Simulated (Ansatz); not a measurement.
# Al(111) with 4 thermally displaced layers, 2x2: scattering by thermal displacements

Aim: the resistivity of Al at 180 K from frozen thermal displacements between perfect leads.

Method: Ansatz plane-wave DFT, PBE, PAW files; ballistic transport by layer matching (Landauer), zero bias; PAW set soft_1, in Ansatz 0.2.0.

### Step 1. The structure

The cell holds 40 atoms: 40 Al. Its edges and angles: a = 5.725 Å, b = 5.725 Å, c = 23.429 Å, α = 93.5°, β = 86.5°, γ = 120.0°. It derives from Al. Regions: lead, 24 atoms (24 Al); scattering region, 16 atoms (16 Al). The structure is stacked along c, and the current runs across the ab planes.

### Step 2. With 4 displaced layers

Each atom of 4 layers is moved at random, by amounts drawn from a normal law 0.078 Å wide in each direction from the Debye model (428 K) at 180 K. The layers about the cell's end stay perfect and serve as the lead. Disorder leaves little or no symmetry, which makes such runs dear. Energies from -0.05 to 0.05 eV in steps of 0.05 eV are too few for the program's thermal sum, so it prints no conductance; for a metal the transmission near the Fermi level serves, at a fraction of the cost.

Contents of input.yaml:

```yaml
crystal:
  lattice:
    - [5.7246940741, 0.0, 0.0]
    - [-2.862347037, 4.957730497, 0.0]
    - [1.4311735185, -0.8262884162, 23.3709656917]
  atoms:
    - { symbol: Al, position: [0.9916666667, 0.0083333333, 0.05] }
    - { symbol: Al, position: [0.9916666667, 0.5083333333, 0.05] }
    - { symbol: Al, position: [0.4916666667, 0.0083333333, 0.05] }
    - { symbol: Al, position: [0.4916666667, 0.5083333333, 0.05] }
    - { symbol: Al, position: [0.1416666667, 0.3583333333, 0.15] }
    - { symbol: Al, position: [0.1416666667, 0.8583333333, 0.15] }
    - { symbol: Al, position: [0.6416666667, 0.3583333333, 0.15] }
    - { symbol: Al, position: [0.6416666667, 0.8583333333, 0.15] }
    - { symbol: Al, position: [0.2916666667, 0.2083333333, 0.25] }
    - { symbol: Al, position: [0.2916666667, 0.7083333333, 0.25] }
    - { symbol: Al, position: [0.7916666667, 0.2083333333, 0.25] }
    - { symbol: Al, position: [0.7916666667, 0.7083333333, 0.25] }
    - { symbol: Al, position: [0.952152199, 0.080416841, 0.354089206] }
    - { symbol: Al, position: [0.9326592047, 0.5533499131, 0.3482391235] }
    - { symbol: Al, position: [0.4485757333, 0.0578665256, 0.3524937671] }
    - { symbol: Al, position: [0.4288680128, 0.5829366266, 0.3496780239] }
    - { symbol: Al, position: [0.1000770792, 0.4059728635, 0.4487342325] }
    - { symbol: Al, position: [0.104580787, 0.9211981975, 0.4493237755] }
    - { symbol: Al, position: [0.5954647078, 0.4186416728, 0.4470940305] }
    - { symbol: Al, position: [0.5745057775, 0.914177059, 0.4477610561] }
    - { symbol: Al, position: [0.2093443399, 0.2452601905, 0.5484387443] }
    - { symbol: Al, position: [0.2136363512, 0.7348628372, 0.5501223296] }
    - { symbol: Al, position: [0.7524761143, 0.2542501148, 0.5475172165] }
    - { symbol: Al, position: [0.7527259752, 0.7694554358, 0.5489982983] }
    - { symbol: Al, position: [0.9074134308, 0.1246326786, 0.6493089957] }
    - { symbol: Al, position: [0.8831758736, 0.6139429925, 0.6508265274] }
    - { symbol: Al, position: [0.3969032685, 0.0877462845, 0.6477909488] }
    - { symbol: Al, position: [0.366524887, 0.5811108757, 0.6504221508] }
    - { symbol: Al, position: [0.0416666667, 0.4583333333, 0.75] }
    - { symbol: Al, position: [0.0416666667, 0.9583333333, 0.75] }
    - { symbol: Al, position: [0.5416666667, 0.4583333333, 0.75] }
    - { symbol: Al, position: [0.5416666667, 0.9583333333, 0.75] }
    - { symbol: Al, position: [0.1916666667, 0.3083333333, 0.85] }
    - { symbol: Al, position: [0.1916666667, 0.8083333333, 0.85] }
    - { symbol: Al, position: [0.6916666667, 0.3083333333, 0.85] }
    - { symbol: Al, position: [0.6916666667, 0.8083333333, 0.85] }
    - { symbol: Al, position: [0.8416666667, 0.1583333333, 0.95] }
    - { symbol: Al, position: [0.8416666667, 0.6583333333, 0.95] }
    - { symbol: Al, position: [0.3416666667, 0.1583333333, 0.95] }
    - { symbol: Al, position: [0.3416666667, 0.6583333333, 0.95] }
kpoints:
  mp_grid: { grid: [5, 5, 1] }
hamiltonian:
  xc: pbe
  pseudopotentials: { kind: paw, azcp: { folder: soft_1 } }
scf:
  occupations: { method: fermi_dirac, width: 0.1 }
output:
  transmission:
    leads: [[0, 4]]
    kmesh: [10, 10]
    e_range: [-0.05, 0.05]
    de: 0.05
  write_potential: true
  write_density: true
  volumetric_format: npy
```

On the command line:

```sh
$ ansatz run input.yaml --threads 4 --pin off --max-ram 15360MiB --backend cpu --events-out ev --progress --plain --runs-dir out
```

Numbers of over 12 decimals in the logs are rounded to 6 here.

Output:

```text
Engine: ansatz 0.2.0, x86_64-unknown-linux-gnu
Pseudopotentials: kind: paw
Pseudopotential: Al, paw, valence charge 3, recommended cutoff 420 eV (normal), soft_1/Al.paw.azcp
Functional definition: PBE
  parameter kappa = 0.804
  parameter beta = 0.066725
  exchange = pbe_x(kappa = kappa, mu = beta*pi^2/3)
  correlation = pbe_c(beta = beta)
Crystal: 40 atoms, lattice volume = 663.303 Å³
Basis set: ecut = 420 eV, 13043 PW (Γ)
Bands: 100, of which v1, the nominal top of the filled ones, is band 60 counted from 1 (59 counted from 0)
Symmetry: 1 space group operations
Space group: P1 (ITA 1), of the structure as read, at distance tolerance 8.7e-5 Å
k-points: 13 of 25 (time reversal used)
Non-local potential: Al, projectors of the file, l = 0: 2, l = 1: 2, l = 2: 1
PAW form: soft (Blöchl's): semilocal exchange-correlation on the pseudo side does not see the compensation charge
PAW one-centre angular grid: Al, 110 points (default); XC on 64 Gauss nodes
Initial density: superposition of atomic densities (chi_scale 0.1, normalization cell)
Initial wavefunctions: pseudopotential atomic-orbital guess
Functional: x = pbe(κ = 0.804, μ = 0.219515), c = pbe(β = 0.066725)
SCF iter   1: F=—  HF=-21501.166888 eV  |F-HF|=—  |Δ(HF+E_count)|=         —  Δρ=2.30e-2  dr2=4.36e0  ethr=3.10e-3  ⟨swp⟩=6.2  Hψ=5931  notcnv=0  defer=31
preconditioner: auto → Kerker (q_TF=auto, 2.052 Å⁻¹)  [metal: Δε(μ)=0.011 eV  Ē_g=6.723 eV  σ=0.100 eV  W_gap=0.03  n_scr=86 (ndim 8)  ℏωp=15.8 eV  f_vac=0.000  D(μ)=19.52/eV (n_scr^D=138)]
SCF iter   2: F=—  HF=-21500.509156 eV  |F-HF|=—  |Δ(HF+E_count)|=   6.58e-1  Δρ=1.51e-2  dr2=1.77e0  ethr=3.10e-3  ⟨swp⟩=1.2  Hψ=1503  notcnv=0  defer=41
SCF iter   3: F=—  HF=-21499.685809 eV  |F-HF|=—  |Δ(HF+E_count)|=   8.23e-1  Δρ=1.05e-3  dr2=1.07e-2  ethr=1.47e-3  ⟨swp⟩=2.0  Hψ=1460  notcnv=0  defer=96
SCF iter   4: F=—  HF=-21499.680333 eV  |F-HF|=—  |Δ(HF+E_count)|=   5.48e-3  Δρ=1.98e-4  dr2=4.70e-4  ethr=8.92e-6  ⟨swp⟩=2.8  Hψ=2061  notcnv=0  defer=111
SCF iter   5: F=—  HF=-21499.680181 eV  |F-HF|=—  |Δ(HF+E_count)|=   1.52e-4  Δρ=2.16e-5  dr2=3.71e-6  ethr=3.92e-7  ⟨swp⟩=2.8  Hψ=2093  notcnv=0  defer=111
SCF iter   6: F=—  HF=-21499.680194 eV  |F-HF|=—  |Δ(HF+E_count)|=   1.28e-5  Δρ=4.86e-6  dr2=2.63e-7  ethr=3.09e-9  ⟨swp⟩=1.7  Hψ=1410  notcnv=0  defer=111
SCF iter   7: F=-21499.680194 eV  HF=-21499.680194 eV  |F-HF|=8.02e-9  |Δ(HF+E_count)|=   9.89e-9  Δρ=9.62e-7  dr2=1.37e-8  ethr=8.33e-11  ⟨swp⟩=12.6  Hψ=5123  notcnv=0
SCF 1 converged in 7 iterations: F = -21499.680194 eV  dr2 = 1.37e-8
  greatest PAW one-centre occupation: 0.450 electrons in one spin orbital (limit 2), on the Al atom at site 24 (counted from 0), in its partial waves of l = 0
transmission: 159 of 1508 steps passed
transmission: 306 of 1508 steps passed
[...]
transmission: 1508 of 1508 steps passed
SCF converged after 7 iterations
Free energy (F): -21499.680194 eV
Harris-Foulkes:  -21499.680194 eV  (|F-HF|=8.02e-9)
Internal energy: -21499.038108 eV  (E = F + TS)
E sigma→0 (E₀):  -21499.359151 eV
Entropy (-TS):   -0.642086 eV (-16.052 meV/atom)
Fermi energy:    7.934712 eV
--- Per-component energies (eV) ---
  E_band       = 416.659681
  E_kinetic    = 898.733706
  E_local      = 410.401117  (includes V_loc(G=0)·N_el)
  E_nonlocal   = 399.887721
  E_hartree    = 6.288994
  E_xc         = -1506.292946
  E_vxc        = -1165.195494  (∫ρ·V_xc dr)
  E_paw        = -18776.163135  (= ΣΔE_a)
  E_vpaw       = -139.745377  (= ΣTr[D̂ρ^β])
  E_aug_tail   = -0.000083  (compensation charges beyond the density's cutoff)
  E_ewald      = -2931.893482
  E_smearing   = -0.642086  (= −TS)
  E_closure    = -0.000000  (closes the sum)
  Σ components = -21499.680194   (vs F -21499.680194, Δ=0.00e0)
--- Band table (eV; the first three rows and the last of 13) ---
  k-point 0: bands = [... 56 lower, 6.2934, 6.7370, 6.7581, 6.7684, 6.7778, 7.1082, 7.1317, 7.1538, ... 36 higher]
  k-point 1: bands = [... 56 lower, 6.6812, 6.8989, 7.0473, 7.2157, 7.3511, 7.3799, 7.5033, 7.5746, ... 36 higher]
  k-point 2: bands = [... 56 lower, 7.8538, 7.9264, 8.0397, 8.0970, 8.1689, 8.1877, 8.2368, 8.3767, ... 36 higher]
  k-point 12: bands = [... 56 lower, 7.4588, 7.5326, 7.7877, 7.9639, 7.9831, 8.0164, 8.0807, 8.0986, ... 36 higher]
--- Transmission ---
  basis      : 253 plane waves across, 29 finite elements along
  points     : 52, standing for a mesh of 10 x 10
  energies   : 3 from -0.050000 to 0.050000 eV about the Fermi level, 0.050000 eV apart; the leads are filled to 0.000000 eV, and channels, transmission and decay are at 0.000000 eV
  crystal 0  : Al4, at the sites [0, 4], period 2.3371 Å, over 14.02 Å; its Hamiltonian steps by up to 5.3 meV
    offset         : up to 0.0000 Å between an atom of the period and one for which it stands
    channels       : 5.410000e0 a spin
    conductance    : none, the energies end too early or step too widely for 300 K: set another output.transmission.e_range or a lower de, or, where they end at an eighth of basis.ecutwfc, a higher one
  junction   : crystal 0 to crystal 0, 0.70 to 21.73 Å
    transmission   : 5.199753e0 a spin
    conductance    : none, the energies end too early or step too widely for 300 K: set another output.transmission.e_range or a lower de, or, where they end at an eighth of basis.ecutwfc, a higher one
```

Run time: 3.6 min. Hardware: 4 threads of Intel Xeon 6975P-C (Granite Rapids), shared host; peak memory 1.8 GiB; 12 min of CPU time.

This step gave:

```yaml
free_energy: -21499.6802 eV
energy_at_zero_smearing: -21499.3592 eV
fermi_energy: 7.935 eV
cell_area: 28.38 Å²
transmission_per_spin_nearest_the_fermi_level: 5.200
open_channels_per_spin_nearest_the_fermi_level: 5.41
step_of_the_lead_s_potential: 5.3 meV
```

Per spin. Transmission, zone mean against energy, zero at the Fermi level:

```tsv
energy (eV)	transmission, zone mean
-0.0500	5.12
0.0000	5.20
0.0500	5.36
```

Per spin. The open channels, zone mean, lead by energy, zero at the Fermi level:

```tsv
energy (eV)	open channels, zone mean, lead
-0.0500	5.29
0.0000	5.41
0.0500	5.59
```

Transmission over k1 and k2. At 0.0000 eV from the Fermi level.

Ten even steps from '_' (2.99) to '@' (6.93):
```
==****::****==__::__
::##==@@@@==**::::::
::==@@@@@@@@@@::..__
==##@@@@####@@@@**==
::**==@@##@@##@@==**
====**@@@@####@@@@##
::__..::@@@@@@@@@@==
::::::::**==@@@@==##
==__::__==****::****
::==....==::==....==
```
Columns: k1 (b1) from -0.5 to 0.4; rows upwards: k2 (b2) from -0.5 to 0.4.

Open channels over k1 and k2. At 0.0000 eV from the Fermi level.

Ten even steps from '0' (3.00) to '9' (7.00):
```
5775775020
2759957222
2599999520
5799779975
2759797957
5579977997
2025999995
2222759957
5020577577
2522525225
```
Columns: k1 (b1) from -0.5 to 0.4; rows upwards: k2 (b2) from -0.5 to 0.4.

Over the solved energies the transmission per spin lies between 5.12 and 5.36, out of 5.43 channels of the lead on average (up to 5.59).

### Step 3. With 8 displaced layers

Each atom of 8 layers is moved at random, by amounts drawn from a normal law 0.078 Å wide in each direction from the Debye model (428 K) at 180 K. A fresh draw is used; the growth of the resistance with length is what counts.

System of this step: Al(111) with 8 thermally displaced layers, 2x2. The cell holds 56 atoms: 56 Al. Cell: a = 5.725 Å, b = 5.725 Å, c = 32.761 Å, α = 87.5°, β = 92.5°, γ = 120.0°. It derives from Al. Regions: lead, 24 atoms (24 Al); scattering region, 32 atoms (32 Al). The structure is stacked along c, and the current runs across the ab planes.

Contents of input.yaml:

```yaml
crystal:
  lattice:
    - [5.7246940741, 0.0, 0.0]
    - [-2.862347037, 4.957730497, 0.0]
    - [-1.4311735185, 0.8262884162, 32.7193519684]
  atoms:
    - { symbol: Al, position: [0.005952381, 0.994047619, 0.0357142857] }
    - { symbol: Al, position: [0.005952381, 0.494047619, 0.0357142857] }
    - { symbol: Al, position: [0.505952381, 0.994047619, 0.0357142857] }
    - { symbol: Al, position: [0.505952381, 0.494047619, 0.0357142857] }
    - { symbol: Al, position: [0.1845238095, 0.3154761905, 0.1071428571] }
    - { symbol: Al, position: [0.1845238095, 0.8154761905, 0.1071428571] }
    - { symbol: Al, position: [0.6845238095, 0.3154761905, 0.1071428571] }
    - { symbol: Al, position: [0.6845238095, 0.8154761905, 0.1071428571] }
    - { symbol: Al, position: [0.3630952381, 0.1369047619, 0.1785714286] }
    - { symbol: Al, position: [0.3630952381, 0.6369047619, 0.1785714286] }
    - { symbol: Al, position: [0.8630952381, 0.1369047619, 0.1785714286] }
    - { symbol: Al, position: [0.8630952381, 0.6369047619, 0.1785714286] }
    - { symbol: Al, position: [0.0435977619, 0.9461542482, 0.253304657] }
    - { symbol: Al, position: [0.0579672989, 0.468048357, 0.2509580392] }
    - { symbol: Al, position: [0.5444549214, 0.9371243855, 0.2514641729] }
    - { symbol: Al, position: [0.5361093774, 0.4303720919, 0.2508276389] }
    - { symbol: Al, position: [0.2228005462, 0.292237333, 0.3203814434] }
    - { symbol: Al, position: [0.222339337, 0.7855065757, 0.3193387577] }
    - { symbol: Al, position: [0.7277672495, 0.2779140639, 0.3226031029] }
    - { symbol: Al, position: [0.7219137385, 0.7966177956, 0.3228719295] }
    - { symbol: Al, position: [0.4018570067, 0.1106365355, 0.3958615577] }
    - { symbol: Al, position: [0.4111921993, 0.5760718752, 0.3949633413] }
    - { symbol: Al, position: [0.9040100455, 0.1001132746, 0.3904563278] }
    - { symbol: Al, position: [0.9062418861, 0.5811057872, 0.3942092623] }
    - { symbol: Al, position: [0.0824172741, 0.8975610326, 0.4635642335] }
    - { symbol: Al, position: [0.0620576906, 0.4258584341, 0.4678973774] }
    - { symbol: Al, position: [0.5907419472, 0.8948606531, 0.4629145071] }
    - { symbol: Al, position: [0.5995677667, 0.4473104215, 0.4652902678] }
    - { symbol: Al, position: [0.2481133889, 0.248730976, 0.5356746503] }
    - { symbol: Al, position: [0.2475489664, 0.732333358, 0.5366378691] }
    - { symbol: Al, position: [0.7593291856, 0.2426721978, 0.5351855778] }
    - { symbol: Al, position: [0.7350911717, 0.7359158284, 0.5385915713] }
    - { symbol: Al, position: [0.4211265642, 0.0422854111, 0.6103253961] }
    - { symbol: Al, position: [0.4583669731, 0.5986319304, 0.6072919436] }
    - { symbol: Al, position: [0.9173681841, 0.0421645371, 0.6103001053] }
    - { symbol: Al, position: [0.9628308662, 0.5528121567, 0.6055996051] }
    - { symbol: Al, position: [0.114579635, 0.8739429447, 0.6779261686] }
    - { symbol: Al, position: [0.1102724776, 0.3894909552, 0.6811824826] }
    - { symbol: Al, position: [0.6204608095, 0.901535001, 0.6775700273] }
    - { symbol: Al, position: [0.6001596298, 0.3538261383, 0.6751134189] }
    - { symbol: Al, position: [0.2981018546, 0.1988140699, 0.7513830505] }
    - { symbol: Al, position: [0.3097881524, 0.728822859, 0.7519362187] }
    - { symbol: Al, position: [0.8043728325, 0.2068532228, 0.7483346459] }
    - { symbol: Al, position: [0.777404908, 0.7011007762, 0.7473054483] }
    - { symbol: Al, position: [0.4702380952, 0.0297619048, 0.8214285714] }
    - { symbol: Al, position: [0.4702380952, 0.5297619048, 0.8214285714] }
    - { symbol: Al, position: [0.9702380952, 0.0297619048, 0.8214285714] }
    - { symbol: Al, position: [0.9702380952, 0.5297619048, 0.8214285714] }
    - { symbol: Al, position: [0.1488095238, 0.8511904762, 0.8928571429] }
    - { symbol: Al, position: [0.1488095238, 0.3511904762, 0.8928571429] }
    - { symbol: Al, position: [0.6488095238, 0.8511904762, 0.8928571429] }
    - { symbol: Al, position: [0.6488095238, 0.3511904762, 0.8928571429] }
    - { symbol: Al, position: [0.3273809524, 0.1726190476, 0.9642857143] }
    - { symbol: Al, position: [0.3273809524, 0.6726190476, 0.9642857143] }
    - { symbol: Al, position: [0.8273809524, 0.1726190476, 0.9642857143] }
    - { symbol: Al, position: [0.8273809524, 0.6726190476, 0.9642857143] }
kpoints:
  mp_grid: { grid: [5, 5, 1] }
hamiltonian:
  xc: pbe
  pseudopotentials: { kind: paw, azcp: { folder: soft_1 } }
scf:
  occupations: { method: fermi_dirac, width: 0.1 }
output:
  transmission:
    leads: [[0, 4]]
    kmesh: [10, 10]
    e_range: [-0.05, 0.05]
    de: 0.05
  write_potential: true
  write_density: true
  volumetric_format: npy
```

Output:

```text
[...]
Crystal: 56 atoms, lattice volume = 928.624 Å³
Basis set: ecut = 420 eV, 18271 PW (Γ)
Bands: 140, of which v1, the nominal top of the filled ones, is band 84 counted from 1 (83 counted from 0)
Symmetry: 1 space group operations
[...]
k-points: 13 of 25 (time reversal used)
[...]
SCF iter   1: F=—  HF=-30101.084377 eV  |F-HF|=—  |Δ(HF+E_count)|=         —  Δρ=2.33e-2  dr2=7.33e0  ethr=3.10e-3  ⟨swp⟩=6.8  Hψ=8560  notcnv=0  defer=59
[...]
SCF iter   7: F=-30098.860385 eV  HF=-30098.860385 eV  |F-HF|=1.38e-8  |Δ(HF+E_count)|=   1.34e-8  Δρ=1.22e-6  dr2=2.61e-8  ethr=5.95e-11  ⟨swp⟩=12.8  Hψ=7340  notcnv=0
SCF 1 converged in 7 iterations: F = -30098.860385 eV  dr2 = 2.61e-8
[...]
transmission: 222 of 2132 steps passed
transmission: 432 of 2132 steps passed
[...]
transmission: 2132 of 2132 steps passed
SCF converged after 7 iterations
Free energy (F): -30098.860385 eV
[...]
Internal energy: -30097.955589 eV  (E = F + TS)
E sigma→0 (E₀):  -30098.407987 eV
Entropy (-TS):   -0.904796 eV (-16.157 meV/atom)
Fermi energy:    7.938759 eV
[...]
--- Band table (eV; the first three rows and the last of 13) ---
  k-point 0: bands = [... 80 lower, 6.5388, 6.5636, 6.5697, 7.0574, 7.0800, 7.1109, 7.1275, 7.1563, ... 52 higher]
  k-point 1: bands = [... 80 lower, 6.9564, 7.0786, 7.1188, 7.1336, 7.1569, 7.6482, 7.6722, 7.6981, ... 52 higher]
  k-point 2: bands = [... 80 lower, 7.9851, 8.0388, 8.0925, 8.1197, 8.1722, 8.1938, 8.2405, 8.2821, ... 52 higher]
  k-point 12: bands = [... 80 lower, 7.7612, 7.9129, 7.9342, 7.9694, 7.9879, 8.0019, 8.0175, 8.0345, ... 52 higher]
--- Transmission ---
  basis      : 253 plane waves across, 41 finite elements along
  points     : 52, standing for a mesh of 10 x 10
[...]
channels       : 5.490000e0 a spin
[...]
junction   : crystal 0 to crystal 0, 0.70 to 31.08 Å
    transmission   : 4.966171e0 a spin
[...]
```

Wall time 4.1 min (4 threads); peak memory 3.2 GiB.

Numbers from this step:

| Item | Value |
| --- | --- |
| free energy | -30098.8604 eV |
| energy at zero smearing | -30098.4080 eV |
| Fermi energy | 7.939 eV |
| transmission per spin nearest the Fermi level | 4.966 |
| open channels per spin nearest the Fermi level | 5.49 |
| step of the lead's potential | 3.9 meV |

Per spin. The transmission, zone mean by energy, zero at the Fermi level:

```tsv
energy (eV)	transmission, zone mean
-0.0500	4.81
0.0000	4.97
0.0500	5.09
```

Over the solved energies the transmission per spin lies between 4.81 and 5.09, out of 5.44 channels of the lead on average (up to 5.59).

[end of part 1 of 2]

[Logs are printed without paths, hosts, clocks, repeated set-up lines and the standing remarks that a program may print on its own settings, such as how far it seeks lower states.]

[Hosts, paths, dates, database ids (printed as entryN), source tags and the programs' standing remarks are cut or masked in the printed files.]
